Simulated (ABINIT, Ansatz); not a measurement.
# Quasiparticle gap of YHSe (P-6m2) in ABINIT

Aim: the G0W0 gap of YHSe (P-6m2) on LDA, step by step.

Main program and level: ABINIT 10.8.3; LDA and many-body steps on it, plane waves.

## Step 1: The starting structure

The structure is hexagonal, space group P-6m2 (No. 187). The conventional cell has a = 3.841 Å, b = 3.841 Å, c = 3.916 Å, α = 90.00°, β = 90.00°, γ = 120.00°. Nearest to Y lie 3 H at 2.22 Å and 6 Se at 2.96 Å. Nearest to H lie 3 Y at 2.22 Å. Nearest to Se lie 6 H at 2.96 Å and 6 Y at 2.96 Å. Farther neighbours and most contacts between anions are not listed.

The cell and positions are those that the Materials Project relaxed with its own functionals (PBE, PBE+U or r2SCAN), kept fixed.

## Step 2: Ground state

This step: ABINIT 10.8.3; DFT, LDA, plane waves, norm-conserving pseudopotentials.

The ground-state density comes first.

The input, run.abi:

```
acell 3*1.0 Angstrom
rprim 
  3.840931335803 -0.000000000001 0.000000000000
  -1.920465667901 3.326344110998 0.000000000000
  0.000000000000 0.000000000000 3.915549560000
ntypat 3
znucl 39 1 34
natom 3
typat 1 2 3
xred 
  0.000000000000 0.000000000000 0.000000000000
  0.333333333333 0.666666666667 0.000000000000
  0.666666666667 0.333333333333 0.500000000000
pp_dirpath "pseudos"
pseudos "Y.upf, H.upf, Se.upf"
ecut 39
ngkpt 6 6 6
nshiftk 1
shiftk 0 0 0
kptopt 1
chksymbreak 0
nband 19
occopt 1
tolvrs 1e-10
nstep 60
prtwf 0
optforces 0
optstress 0
indata_prefix "in"
outdata_prefix "out"
tmpdata_prefix "tmp"
```

Started as:

```bash
> OMP_NUM_THREADS=1 mpirun -n 4 abinit run.abi > log
```

Numbers of over 12 decimals in the logs are rounded to 6 here.

Log:

```text
.Version 10.8.3 of ABINIT. v10.8.2 released Aug 2026.

 Symmetries : space group P-6 m 2 (#187); Bravais hP (primitive hexag.)
================================================================================
 Values of the parameters that define the memory need of the present run
     intxc =       0    ionmov =       0      iscf =       7    lmnmax =       6
     lnmax =       6     mgfft =      45  mpssoang =       3    mqgrid =    3001
     natom =       3  nloc_mem =       1    nspden =       1   nspinor =       1
    nsppol =       1      nsym =      12    n1xccc =    2501    ntypat =       3
    occopt =       1   xclevel =       1
-    mband =          19        mffmem =           1         mkmem =           7
       mpw =        3950          nfft =       91125          nkpt =          28
================================================================================
  Rough estimation (10% accuracy) of disk space for files :
================================================================================

--------------------------------------------------------------------------------
------------- Echo of variables that govern the present computation ------------
--------------------------------------------------------------------------------
 -outvars: echo values of preprocessed input variables --------
            acell      1.8897261259E+00  1.8897261259E+00  1.8897261259E+00 Bohr

      chksymbreak           0
             ecut      3.90000000E+01 Hartree
-          fftalg         312

              ixc       -1012
              kpt      0.00000000E+00  0.00000000E+00  0.00000000E+00
                       1.66666667E-01  0.00000000E+00  0.00000000E+00
                       3.33333333E-01  0.00000000E+00  0.00000000E+00
                       5.00000000E-01  0.00000000E+00  0.00000000E+00
                       1.66666667E-01  1.66666667E-01  0.00000000E+00
                       3.33333333E-01  1.66666667E-01  0.00000000E+00
                       3.33333333E-01  3.33333333E-01  0.00000000E+00
                       0.00000000E+00  0.00000000E+00  1.66666667E-01
                       1.66666667E-01  0.00000000E+00  1.66666667E-01
   [... 17 further rows ...]
                       3.33333333E-01  1.66666667E-01  5.00000000E-01
                       3.33333333E-01  3.33333333E-01  5.00000000E-01
         kptrlatt        6    0    0      0    6    0      0    0    6
          kptrlen      4.35498498E+01
P           mkmem           7
            natom           3
            nband          19
            ngfft          45      45      45
             nkpt          28
            nstep          60
             nsym          12
           ntypat           3
              occ      2.000000  2.000000  2.000000  2.000000  2.000000  2.000000
                       2.000000  2.000000  2.000000  2.000000  2.000000  2.000000
                       2.000000  2.000000  0.000000  0.000000  0.000000  0.000000
                       0.000000
        optforces           0
        optstress           0
            prtwf           0
            rprim      3.8409313358E+00 -1.0000000000E-12  0.0000000000E+00
[...]
spgroup         187

           tolvrs      1.00000000E-10

             xred      0.0000000000E+00  0.0000000000E+00  0.0000000000E+00
[...]
znucl       39.00000    1.00000   34.00000

================================================================================

 chkinp: Checking input parameters for consistency.

================================================================================
== DATASET  1 ==================================================================
-   mpi_nproc: 4, omp_nthreads: 1 (-1 if OMP is not activated)

--- !DatasetInfo
iteration_state: {dtset: 1, }
dimensions: {natom: 3, nkpt: 28, mband: 19, nsppol: 1, nspinor: 1, nspden: 1, mpw: 3950, }
cutoff_energies: {ecut:  39.0, pawecutdg:  -1.0, }
electrons: {nelect:   2.80000000E+01, charge:   0.00000000E+00, occopt:   1.00000000E+00, tsmear:   1.00000000E-02, }

 Real(R)+Recip(G) space primitive vectors, cartesian coordinates (Bohr,Bohr^-1):
 R(1)=  7.2583083  0.0000000  0.0000000  G(1)=  0.1377732  0.0795434  0.0000000
 R(2)= -3.6291541  6.2858794  0.0000000  G(2)=  0.0000000  0.1590867  0.0000000
 R(3)=  0.0000000  0.0000000  7.3993163  G(3)=  0.0000000  0.0000000  0.1351476
 Unit cell volume ucvol=  3.3759270E+02 bohr^3
 Angles (23,13,12)=  9.00000000E+01  9.00000000E+01  1.20000000E+02 degrees

 getcut: wavevector=  0.0000  0.0000  0.0000  ngfft=  45  45  45
         ecut(hartree)=     39.000   => boxcut(ratio)=   2.11526

--- Pseudopotential description ------------------------------------------------
- Y Generated using ONCVPSP code by D. R. Hamann
- 39.00000  11.00000  180309                  znucl, zion, pspdat
12 -1012 2 -1 1724                            pspcod,pspxc,lmax,lloc,mmax
     nproj     2     2     2
  pspatm : epsatm=   18.49213021
         --- l  ekb(1:nproj) -->
[...]
pspatm: atomic psp has been read  and splines computed

- H Generated using ONCVPSP code by D. R. Hamann
-  1.00000   1.00000  180309                  znucl, zion, pspdat
12 -1012 1 -1 1180                            pspcod,pspxc,lmax,lloc,mmax
     nproj     2     1     0
  pspatm : epsatm=    0.35439867
         --- l  ekb(1:nproj) -->
[...]
1   -0.275071
 pspatm: atomic psp has been read  and splines computed

- Se Generated using ONCVPSP code by D. R. Hamann
- 34.00000  16.00000  180309                  znucl, zion, pspdat
12 -1012 2 -1 1198                            pspcod,pspxc,lmax,lloc,mmax
     nproj     2     2     2
  pspatm : epsatm=   28.37707470
         --- l  ekb(1:nproj) -->
[...]
pspatm: atomic psp has been read  and splines computed

   1.32226090E+03                                ecore*ucvol(ha*bohr**3)
--------------------------------------------------------------------------------

_setup2: Arith. and geom. avg. npw (full set) are    3927.384    3927.375

================================================================================

--- !BeginCycle
iteration_state: {dtset: 1, }
solver: {iscf: 7, nstep: 60, nline: 4, wfoptalg: 0, }
tolerances: {tolvrs: 1.00E-10, }

     iter   Etot(hartree)      deltaE(h)  residm     vres2
 ETOT  1  -162.09640028192    -1.621E+02 1.954E+00 1.037E+02
 ETOT  2  -162.78051383108    -6.841E-01 4.637E-02 3.758E+01
 ETOT  3  -162.78414079645    -3.627E-03 7.967E-03 1.577E-01
 ETOT  4  -162.78416402869    -2.323E-05 7.040E-03 1.743E-02
 ETOT  5  -162.78416522836    -1.200E-06 2.570E-03 3.296E-03
 ETOT  6  -162.78416552988    -3.015E-07 4.010E-03 2.501E-04
 ETOT  7  -162.78416555465    -2.477E-08 7.503E-04 4.520E-07
 ETOT  8  -162.78416555469    -3.516E-11 6.439E-04 1.302E-07
 ETOT  9  -162.78416555469    -7.390E-12 7.483E-04 3.905E-09
 ETOT 10  -162.78416555469    -5.400E-13 5.464E-04 1.606E-11

 At SCF step   10       vres2   =  1.61E-11 < tolvrs=  1.00E-10 =>converged.

--- !ResultsGS
iteration_state: {dtset: 1, }
comment   : Summary of ground state results
lattice_vectors:
- [  7.2583083,  -0.0000000,   0.0000000, ]
- [ -3.6291541,   6.2858794,   0.0000000, ]
- [  0.0000000,   0.0000000,   7.3993163, ]
lattice_lengths: [   7.25831,    7.25831,    7.39932, ]
lattice_angles: [ 90.000,  90.000, 120.000, ] # degrees, (23, 13, 12)
lattice_volume:   3.3759270E+02
convergence: {deltae: -5.400E-13, res2:  1.606E-11, residm:  5.464E-04, diffor:  0.000E+00, }
etotal    :  -1.62784166E+02
entropy   :   0.00000000E+00
fermie    :   2.48575670E-01
cartesian_stress_tensor: null
pressure_GPa: null
xred      :
- [  0.0000E+00,   0.0000E+00,   0.0000E+00,  Y]
- [  3.3333E-01,   6.6667E-01,   0.0000E+00,  H]
- [  6.6667E-01,   3.3333E-01,   5.0000E-01, Se]
cartesian_forces: null
force_length_stats: {min: null, max: null, mean: null, }

 Integrated electronic density in atomic spheres:
 ------------------------------------------------
 Atom  Sphere_radius  Integrated_density
[...]
3        2.00000         13.30021260
================================================================================

 ----iterations are completed or convergence reached----

 Mean square residual over all n,k,spin=   16.307E-07; max=  54.637E-05
 reduced coordinates (array xred) for    3 atoms
       0.000000000000      0.000000000000      0.000000000000
       0.333333333333      0.666666666667      0.000000000000
       0.666666666667      0.333333333333      0.500000000000
 rms dE/dt=  0.0000E+00; max dE/dt=  0.0000E+00; dE/dt below (all hartree)
    1       0.000000000000      0.000000000000      0.000000000000
    2       0.000000000000      0.000000000000      0.000000000000
    3       0.000000000000      0.000000000000      0.000000000000

 cartesian coordinates (angstrom) at end:
    1      0.000000     0.000000     0.000000
    2      3.3e-13     2.217563     0.000000
    3      1.920466     1.108781     1.957775
 length scales=  1.889726125908  1.889726125908  1.889726125908 bohr
              =  1.000000000000  1.000000000000  1.000000000000 angstroms
 prteigrs : about to open file out_EIG
 Fermi (or HOMO) energy (hartree) =   0.24858   Average Vxc (hartree)=  -0.40571
 Eigenvalues (hartree) for nkpt=  28  k points:
 kpt#   1, nband= 19, wtk=  0.00463, kpt=  0.0000  0.0000  0.0000 (reduced coord)
  -1.48686   -1.48666   -1.48666   -1.48526   -1.48526   -1.29571   -0.56179   -0.55818
  -0.55818   -0.23769    0.11694    0.18664    0.19116    0.19116    0.29874    0.38596
   0.38596    0.39330    0.39330
 prteigrs : prtvol=0 or 1, do not print more k-points.

--- !EnergyTerms
iteration_state     : {dtset: 1, }
comment             : Components of total free energy in Hartree
kinetic             :  9.03584216143342E+01
hartree             :  4.10264737214308E+01
xc                  : -3.21965858669039E+01
Ewald energy        : -9.78865436156157E+01
psp_core            :  3.91673428891598E+00
local_psp           : -1.21270735126511E+02
non_local_psp       : -4.67319305703455E+01
total_energy        : -1.62784165554695E+02
total_energy_eV     : -4.42958280363852E+03
band_energy         : -2.01021278841055E+01

== END DATASET(S) ==============================================================
================================================================================

 -outvars: echo values of variables after computation  --------
           etotal     -1.6278416555E+02
            nband          19
             nkpt          28
          spgroup         187
 [... the other variables as echoed above ...]

 Calculation completed.
```

It took 25 s on 4 MPI ranks of Arm Neoverse V1, shared host; peak memory 0.34 GiB; 1.7 min of CPU time.

This step gave:

```yaml
total_energy: -4429.5828 eV
gap: 1.365 eV
k_of_the_valence_top: 0, 0, 0.5
k_of_the_conduction_bottom: 0, 0, 0
least_direct_gap: 1.739 eV
```

The gap is indirect, with the least direct gap 0.37 eV higher.

(Part 1 of 3 ends here.)

[Paths, hosts, dates, memory and timing lines, banners, echoed tables and standing remarks are left out of the program output.]

[Logs are printed without paths, hosts, clocks, repeated set-up lines and the standing remarks that a program may print on its own settings, such as how far it seeks lower states.]

[Runs of the session that timed out or met a known fault of the program may be left out.]

[Hosts, paths, dates, database ids (printed as entryN), source tags and the programs' standing remarks are cut or masked in the printed files.]

[G0W0 gaps are taken among the corrected bands and points alone; a level outside them can change the order at an edge.]

[Where Ansatz stands beside ABINIT at settings called matched, ABINIT's density can come from a denser mesh and the files from another edition; pairs whose starting gaps differed by over 0.03 eV were left out, so agreement reads better than it is.]
